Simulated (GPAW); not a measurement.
# Screening of a field by WGe2As4 monolayer

Aim: the dipole that a field along the normal induces in WGe2As4 monolayer.

Program: GPAW 26.7.0. Level of theory: GPAW, PAW setups; layer in a repeated cell with vacuum, relaxation of atoms and in-plane cell, in the first sound run; inputs show where later runs differ. Results are calculated unless marked as measured.

This is a report of a sequence of runs, with most program output left out.

## (1) Starting point

The cell holds 7 atoms: 4 As, 2 Ge and 1 W. Cell: a = 3.730 Å, b = 3.730 Å, c = 27.378 Å, α = 90.0°, β = 90.0°, γ = 120.0°. Vacuum lies along c.

## (2) Relaxing the atoms

The atoms are relaxed first, since the surface dipole, and with it the work function, follows the positions of the outer layers.

File run.py:

```python
import json
import numpy as np
from ase import Atoms
from ase.filters import FrechetCellFilter
from ase.optimize import BFGS
from gpaw import GPAW, PW

slab = Atoms(
    ['As', 'Ge', 'As', 'W', 'As', 'Ge', 'As'],
    positions=[
        [0.00000, 0.00000, 9.00000],
        [-0.00000, 2.15352, 9.86300],
        [-0.00000, 2.15352, 12.18300],
        [0.00000, 0.00000, 13.68924],
        [-0.00000, 2.15352, 15.19547],
        [-0.00000, 2.15352, 17.51547],
        [0.00000, 0.00000, 18.37847]],
    cell=[[3.73, 0.0, 0.0], [-1.865, 3.23027, 0.0], [0.0, 0.0, 27.3785]],
    pbc=[True, True, True])

slab.calc = GPAW(mode=PW(600), xc='PBE', kpts={'size': (9, 9, 1), 'gamma': True},
                 occupations={'name': 'fermi-dirac', 'width': 0.05}, nbands='200%',
                 convergence={'density': 1e-05}, maxiter=200,
                 symmetry={'tolerance': 1e-3}, txt='slab.txt')
result = {}
# The in-plane cell is free; stress needs a cell that repeats along all three vectors
path = []
opt = BFGS(FrechetCellFilter(slab, mask=[1, 1, 0, 0, 0, 1]), maxstep=0.2)
opt.attach(lambda: path.append((slab.get_potential_energy(), slab.positions.tolist(), slab.get_forces().tolist())))
result['relaxed'] = bool(opt.run(fmax=0.02, steps=45))
result['path'] = path
result['cell'] = slab.cell.tolist()
print('in-plane lattice', slab.cell.cellpar().round(4)[[0, 1, 5]])
energy = slab.get_potential_energy()
fermi = slab.calc.get_fermi_level()
v = slab.calc.get_electrostatic_potential().mean((0, 1)) - fermi
n = slab.calc.get_pseudo_density().mean((0, 1))
L = slab.cell[2, 2]
z = np.arange(len(v)) * L / len(v)
low, high = slab.positions[:, 2].min(), slab.positions[:, 2].max()
below, above = np.interp([low - 6.8, high + 6.8], z, v)
slopes = [np.interp(x, z, np.gradient(v, z)) for x in (low - 6.8, high + 6.8)]
eps = np.array([[slab.calc.get_eigenvalues(k, s) for k in range(len(slab.calc.get_ibz_k_points()))]
                for s in range(slab.calc.get_number_of_spins())]) - fermi
top, bottom = eps[eps < 0].max(), eps[eps > 0].min()
dipole = slab.get_dipole_moment()[2]
print(f'energy {energy:.4f} eV, Fermi level {fermi:.4f} eV, dipole {dipole:.5f} e A')
print(f'potential 6.8 A off the faces, from the Fermi level: lower {below:.4f} eV, upper {above:.4f} eV')
print(f'slope of the potential there: lower {slopes[0]:.5f}, upper {slopes[1]:.5f} eV/A')
print(f'nearest levels on the mesh: {top:.4f} and {bottom:.4f} eV')
print('magnetic moment', round(slab.get_magnetic_moment(), 3))
result.update(energy=energy, fermi=fermi, dipole=dipole, below=below, above=above, slopes=slopes, edges=[top, bottom],
              z=z.tolist(), v=v.tolist(), n=n.tolist(), positions=slab.positions.tolist(),
              forces=slab.get_forces(apply_constraint=False).tolist(), moments=slab.get_magnetic_moments().tolist())
json.dump(result, open('result.json', 'w'))
```

Command:

```console
$ OMP_NUM_THREADS=1 OPENBLAS_NUM_THREADS=1 python run.py
```

It took 40 min on 1 thread of Arm Neoverse V1, shared host; peak memory 0.72 GiB.

Numbers from this step:

| Quantity | Value |
| --- | --- |
| dipole along the normal | 9.24e-4 e·Å |
| levels nearest the Fermi level on the mesh | -0.2977, 0.2768 eV from the Fermi level |

The electrostatic potential energy of an electron (without an applied field's), less the Fermi level, planar mean oscillates, so the rows of the table below give means over windows of 1.8 Å about each position, cut where the curve ends. Its maxima inside the range that stand out by 2 % of the span (Å: eV): 9.2: -8.97, 11.0: 1.91, 12.8: -6.66, 14.5: -6.66, 16.3: 1.92, 18.2: -8.97. Its minima: 8.6: -14.0, 9.8: -13.6, 12.2: -12.9, 13.7: -17.4, 15.1: -12.9, 17.6: -13.6, 18.7: -14.0.

The electrostatic potential energy of an electron (without an applied field's), less the Fermi level, planar mean by z; means over each step:

z (Å), electrostatic potential energy of an electron (without an applied field's), less the Fermi level, planar mean (eV) and a bar from the least value:
```
     0.90        4.6 ##############################
     2.70        4.6 ##############################
     4.50        4.6 ##############################
     6.30        4.4 ##############################
     8.10       -5.3 ############
     9.90       -7.6 #######
    11.70       -4.8 ############
    13.50      -11.5 
    15.30       -6.7 #########
    17.10       -5.2 ############
    18.90       -7.9 #######
    20.70        4.1 #############################
    22.50        4.6 ##############################
    24.30        4.6 ##############################
    26.10        4.6 ##############################
```

The pseudo valence density, planar mean oscillates, so the rows of the table below give means over windows of 1 Å about each position, cut where the curve ends. Its maxima inside the range that stand out by 2 % of the span (Å: e/Å³): 8.2: 0.247, 9.2: 0.415, 10.3: 0.219, 11.8: 0.245, 13.7: 1.15, 15.6: 0.245, 17.1: 0.219, 18.1: 0.415, 19.2: 0.247. Its minima: 8.6: 0.171, 9.8: 0.0607, 11.0: 0.112, 12.1: 0.174, 15.2: 0.174, 16.4: 0.112, 17.6: 0.0607, 18.8: 0.171.

The pseudo valence density, planar mean by z; means over each step:

z (Å), pseudo valence density, planar mean (e/Å³) and a bar:
```
        4       0.00 
        5       0.00 
        6       0.00 
        7       0.03 #
        8       0.19 #######
        9       0.32 ############
       10       0.16 ######
       11       0.14 #####
       12       0.22 ########
       13       0.53 ####################
       14       0.79 ##############################
       15       0.28 ##########
       16       0.17 ######
       17       0.16 ######
       18       0.28 ###########
       19       0.23 #########
       20       0.08 ###
       21       0.01 
       22       0.00 
       23       0.00
```

The relaxation lowered the energy of the cell by 1.21 eV (energies extrapolated to zero smearing; the optimiser's log prints free energies). The largest force left on a free atom is 0.0070 eV/Å.

## (3) Plane waves, PBE

With the geometry fixed, the planar mean of the potential gives the vacuum level on each side.

This step: GPAW, PAW setups; slab in vacuum (GPAW 26.7.0).

The cell differs from the one that the last finished run ended in (c 27.378 → 28.231 Å).

Changes to run.py since step 2:

```diff
@@ -3,4 +3,2 @@
 from ase import Atoms
-from ase.filters import FrechetCellFilter
-from ase.optimize import BFGS
 from gpaw import GPAW, PW
@@ -10,25 +8,18 @@
     positions=[
-        [0.00000, 0.00000, 9.00000],
-        [-0.00000, 2.15352, 9.86300],
-        [-0.00000, 2.15352, 12.18300],
-        [0.00000, 0.00000, 13.68924],
-        [-0.00000, 2.15352, 15.19547],
-        [-0.00000, 2.15352, 17.51547],
-        [0.00000, 0.00000, 18.37847]],
-    cell=[[3.73, 0.0, 0.0], [-1.865, 3.23027, 0.0], [0.0, 0.0, 27.3785]],
-    pbc=[True, True, True])
+        [-0.00000, 0.00000, 9.00000],
+        [-0.00000, 2.12788, 10.18517],
+        [-0.00000, 2.12788, 12.65129],
+        [-0.00000, 0.00000, 14.11543],
+        [-0.00000, 2.12788, 15.57956],
+        [-0.00000, 2.12788, 18.04568],
+        [0.00000, -0.00000, 19.23085]],
+    cell=[[3.68559, -0.0, 0.0], [-1.8428, 3.19181, 0.0], [0.0, 0.0, 28.2308]],
+    pbc=[True, True, False])
 
-slab.calc = GPAW(mode=PW(600), xc='PBE', kpts={'size': (9, 9, 1), 'gamma': True},
+slab.calc = GPAW(mode=PW(400), xc='PBE', kpts={'size': (9, 9, 1), 'gamma': True},
                  occupations={'name': 'fermi-dirac', 'width': 0.05}, nbands='200%',
                  convergence={'density': 1e-05}, maxiter=200,
+                 poissonsolver={'dipolelayer': 'xy'},
                  symmetry={'tolerance': 1e-3}, txt='slab.txt')
 result = {}
-# The in-plane cell is free; stress needs a cell that repeats along all three vectors
-path = []
-opt = BFGS(FrechetCellFilter(slab, mask=[1, 1, 0, 0, 0, 1]), maxstep=0.2)
-opt.attach(lambda: path.append((slab.get_potential_energy(), slab.positions.tolist(), slab.get_forces().tolist())))
-result['relaxed'] = bool(opt.run(fmax=0.02, steps=45))
-result['path'] = path
-result['cell'] = slab.cell.tolist()
-print('in-plane lattice', slab.cell.cellpar().round(4)[[0, 1, 5]])
 energy = slab.get_potential_energy()
```

Elapsed: 1.7 min, on 1 thread; peak memory 0.27 GiB.

Numbers from this step:

```yaml
dipole_along_the_normal: 0.002862 e·Å
levels_nearest_the_fermi_level_on_the_mesh: -0.2976, 0.2767 eV from the Fermi level
upper_work_function: 4.602 eV
lower_work_function: 4.620 eV
upper_ionisation_energy: 4.899 eV
```

The electrostatic potential energy of an electron (without an applied field's), less the Fermi level, planar mean oscillates, so the rows of the table below give means over windows of 1.78 Å about each position, cut where the curve ends. Its maxima inside the range that stand out by 2 % of the span (Å: eV): 9.6: -8.94, 11.4: 1.90, 13.3: -6.62, 15.0: -6.63, 16.8: 1.89, 18.6: -8.95. Its minima: 9.0: -14.0, 10.1: -13.6, 12.7: -12.9, 14.1: -17.4, 15.6: -12.9, 18.1: -13.6, 19.2: -14.0.

Table of electrostatic potential energy of an electron (without an applied field's), less the Fermi level, planar mean by z; means over each step:

z (Å), electrostatic potential energy of an electron (without an applied field's), less the Fermi level, planar mean (eV) and a bar from the least value:
```
     0.89        4.6 ##############################
     2.67        4.6 ##############################
     4.45        4.6 ##############################
     6.23        4.6 ##############################
     8.01       -0.4 #####################
     9.79      -11.1 #
    11.57       -1.5 ###################
    13.35      -11.4 
    15.13      -10.2 ##
    16.91       -1.4 ###################
    18.69      -11.6 
    20.47        1.7 #########################
    22.25        4.6 ##############################
    24.03        4.6 ##############################
    25.81        4.6 ##############################
    27.59        4.6 ##############################
```

The pseudo valence density, planar mean oscillates, so the rows of the table below give means over windows of 1.05 Å about each position, cut where the curve ends. Its maxima inside the range that stand out by 2 % of the span (Å: e/Å³): 8.6: 0.252, 9.6: 0.419, 10.7: 0.222, 12.1: 0.236, 14.2: 1.10, 16.1: 0.236, 17.6: 0.222, 18.6: 0.419, 19.7: 0.252. Its minima: 9.0: 0.172, 10.2: 0.0596, 11.3: 0.114, 12.5: 0.178, 15.7: 0.178, 16.9: 0.114, 18.0: 0.0596, 19.2: 0.172.

Pseudo valence density, planar mean against z; means over each step:

| z (Å) | pseudo valence density, planar mean (e/Å³) |
| --- | --- |
| 4.73 | 1.8e-5 |
| 5.78 | 3.2e-4 |
| 6.83 | 0.00602 |
| 7.88 | 0.0920 |
| 8.93 | 0.245 |
| 9.98 | 0.243 |
| 11.03 | 0.154 |
| 12.08 | 0.191 |
| 13.13 | 0.371 |
| 14.18 | 0.859 |
| 15.23 | 0.328 |
| 16.28 | 0.182 |
| 17.33 | 0.157 |
| 18.38 | 0.266 |
| 19.43 | 0.228 |
| 20.48 | 0.0717 |
| 21.53 | 0.00437 |
| 22.58 | 2.3e-4 |
| 23.63 | 1.3e-5 |

The layer is gapped, so the Fermi level lies somewhere inside the gap, set by smearing and numerics, and these work functions are no property of the material; the band edges below the vacuum level are. The potential is flat to 1.8e-4 eV/Å where it is read, so the vacuum is wide enough.

## (4) In a field

A uniform field along the normal polarises the slab; the atoms stay fixed, so this is the electronic response alone.

Changes to run.py since step 3:

```diff
@@ -4,2 +4,3 @@
 from gpaw import GPAW, PW
+from gpaw.external import ConstantElectricField
 
@@ -22,2 +23,3 @@
                  poissonsolver={'dipolelayer': 'xy'},
+                 external=ConstantElectricField(-0.2, [0, 0, 1]),
                  symmetry={'tolerance': 1e-3}, txt='slab.txt')
```

The job ended after 6.9 min (1 thread; peak memory 0.49 GiB).

This step gave:

```
dipole along the normal                                         : -0.1603 e·Å
levels nearest the Fermi level on the mesh                      : -0.2969, 0.2763 eV from the Fermi level
potential below the slab, the applied field's own ramp left out : 3.381 eV from the Fermi level
potential above the slab, the applied field's own ramp left out : 5.848 eV from the Fermi level
```

The electrostatic potential energy of an electron (without an applied field's), less the Fermi level, planar mean oscillates, so the rows of the table below give means over windows of 1.83 Å about each position, cut where the curve ends. Its maxima inside the range that stand out by 2 % of the span (Å: eV): 9.6: -9.80, 11.5: 1.39, 13.3: -6.79, 15.0: -6.46, 16.8: 2.41, 18.6: -8.09, 26.5: 5.85. Its minima: 9.0: -14.9, 10.1: -14.4, 12.7: -13.2, 14.1: -17.4, 15.6: -12.6, 18.1: -12.9, 19.2: -13.0.

The electrostatic potential energy of an electron (without an applied field's), less the Fermi level, planar mean by z; means over each step:

| z (Å) | electrostatic potential energy of an electron (without an applied field's), less the Fermi level, planar mean (eV) |
| --- | --- |
| 0.92 | 3.51 |
| 2.75 | 3.38 |
| 4.58 | 3.38 |
| 6.41 | 3.31 |
| 8.23 | -3.84 |
| 10.07 | -10.1 |
| 11.89 | -3.80 |
| 13.73 | -11.8 |
| 15.55 | -7.22 |
| 17.38 | -3.69 |
| 19.21 | -7.63 |
| 21.05 | 5.15 |
| 22.88 | 5.84 |
| 24.70 | 5.85 |
| 26.54 | 5.85 |

Force by atom:

| atom | x (eV/Å) | y (eV/Å) | z (eV/Å) | size |
| --- | --- | --- | --- | --- |
| As1 | 0.0000 | 0.0001 | 0.0012 | 0.0012 |
| Ge2 | 0.0000 | -0.0001 | -0.0100 | 0.0100 |
| As3 | 0.0000 | 0.0000 | -0.0140 | 0.0140 |
| W4 | 0.0001 | 0.0001 | 0.0517 | 0.0517 |
| As5 | 0.0000 | 0.0000 | -0.0249 | 0.0249 |
| Ge6 | 0.0000 | -0.0001 | -0.0207 | 0.0207 |
| As7 | 0.0000 | 0.0001 | 0.0165 | 0.0165 |

The dipole is now -0.160 e Å, against 0.0029 in the run without a field.

## (5) In a field

Changes to run.py since step 4:

```diff
@@ -23,3 +23,3 @@
                  poissonsolver={'dipolelayer': 'xy'},
-                 external=ConstantElectricField(-0.2, [0, 0, 1]),
+                 external=ConstantElectricField(-0.1, [0, 0, 1]),
                  symmetry={'tolerance': 1e-3}, txt='slab.txt')
```

Run time: 6.9 min. Hardware: 1 thread; peak memory 0.49 GiB.

This step gave:

```yaml
dipole_along_the_normal: -0.08017 e·Å
levels_nearest_the_fermi_level_on_the_mesh: -0.2974, 0.2766 eV from the Fermi level
potential_below_the_slab_the_applied_field_s_own_ramp_left_out: 3.995 eV from the Fermi level
potential_above_the_slab_the_applied_field_s_own_ramp_left_out: 5.229 eV from the Fermi level
```

The electrostatic potential energy of an electron (without an applied field's), less the Fermi level, planar mean oscillates, so the rows of the table below give means over windows of 1.78 Å about each position, cut where the curve ends. Its maxima inside the range that stand out by 2 % of the span (Å: eV): 9.6: -9.38, 11.5: 1.64, 13.3: -6.70, 15.0: -6.54, 16.8: 2.15, 18.6: -8.52. Its minima: 9.0: -14.5, 10.1: -14.0, 12.7: -13.0, 14.1: -17.4, 15.6: -12.8, 18.1: -13.2, 19.2: -13.5.

Electrostatic potential energy of an electron (without an applied field's), less the Fermi level, planar mean against z; means over each step:

z (Å), electrostatic potential energy of an electron (without an applied field's), less the Fermi level, planar mean (eV) and a bar from the least value:
```
     0.89        4.1 ############################
     2.67        4.0 ############################
     4.45        4.0 ############################
     6.23        4.0 ############################
     8.01       -1.0 ###################
     9.79      -11.5 
    11.57       -1.7 ##################
    13.35      -11.5 
    15.13      -10.1 ###
    16.91       -1.1 ###################
    18.69      -11.1 #
    20.47        2.3 #########################
    22.25        5.2 ##############################
    24.03        5.2 ##############################
    25.81        5.2 ##############################
    27.59        5.2 ##############################
```

The dipole is now -0.0802 e Å, against 0.0029 in the run without a field.

## (6) Field on

Changes to run.py since step 5:

```diff
@@ -23,3 +23,3 @@
                  poissonsolver={'dipolelayer': 'xy'},
-                 external=ConstantElectricField(-0.1, [0, 0, 1]),
+                 external=ConstantElectricField(-0.05, [0, 0, 1]),
                  symmetry={'tolerance': 1e-3}, txt='slab.txt')
```

It took 5.8 min on 1 thread; peak memory 0.49 GiB.

## (7) Field on

Changes to run.py since step 6:

```diff
@@ -23,3 +23,3 @@
                  poissonsolver={'dipolelayer': 'xy'},
-                 external=ConstantElectricField(-0.05, [0, 0, 1]),
+                 external=ConstantElectricField(0.05, [0, 0, 1]),
                  symmetry={'tolerance': 1e-3}, txt='slab.txt')
```

It took 5.8 min on 1 thread; peak memory 0.49 GiB.

The electrostatic potential energy of an electron (without an applied field's), less the Fermi level, planar mean oscillates, so the rows of the table below give means over windows of 1.78 Å about each position, cut where the curve ends. Its maxima inside the range that stand out by 2 % of the span (Å: eV): 9.6: -8.73, 11.4: 2.02, 13.3: -6.58, 15.0: -6.66, 16.8: 1.76, 18.6: -9.16. Its minima: 9.0: -13.7, 10.1: -13.4, 12.7: -12.8, 14.1: -17.4, 15.6: -13.0, 18.1: -13.8, 19.2: -14.2.

The electrostatic potential energy of an electron (without an applied field's), less the Fermi level, planar mean by z; means over each step:

z (Å), electrostatic potential energy of an electron (without an applied field's), less the Fermi level, planar mean (eV) and a bar from the least value:
```
     0.89        4.9 ##############################
     2.67        4.9 ##############################
     4.45        4.9 ##############################
     6.23        4.9 ##############################
     8.01       -0.1 #####################
     9.79      -10.9 ##
    11.57       -1.4 ###################
    13.35      -11.4 #
    15.13      -10.3 ###
    16.91       -1.5 ##################
    18.69      -11.8 
    20.47        1.4 ########################
    22.25        4.3 #############################
    24.03        4.3 #############################
    25.81        4.3 #############################
    27.59        4.3 #############################
```

## (8) Field on

Changes to run.py since step 7:

```diff
@@ -23,3 +23,3 @@
                  poissonsolver={'dipolelayer': 'xy'},
-                 external=ConstantElectricField(0.05, [0, 0, 1]),
+                 external=ConstantElectricField(0.1, [0, 0, 1]),
                  symmetry={'tolerance': 1e-3}, txt='slab.txt')
```

Run time: 6.9 min. Hardware: 1 thread; peak memory 0.49 GiB.

The dipole is now 0.0802 e Å, against 0.0029 in the run without a field.

## (9) In a field

Changes to run.py since step 8:

```diff
@@ -23,3 +23,3 @@
                  poissonsolver={'dipolelayer': 'xy'},
-                 external=ConstantElectricField(0.1, [0, 0, 1]),
+                 external=ConstantElectricField(0.2, [0, 0, 1]),
                  symmetry={'tolerance': 1e-3}, txt='slab.txt')
```

Wall time 7 min (1 thread); peak memory 0.49 GiB.

The dipole is now 0.160 e Å, against 0.0029 in the run without a field.

(Continued in part 2 of 2.)

[Logs are printed without paths, hosts, clocks, repeated set-up lines and the standing remarks that a program may print on its own settings, such as how far it seeks lower states.]

[Hosts, paths, dates, database ids (printed as entryN), source tags and the programs' standing remarks are cut or masked in the printed files.]
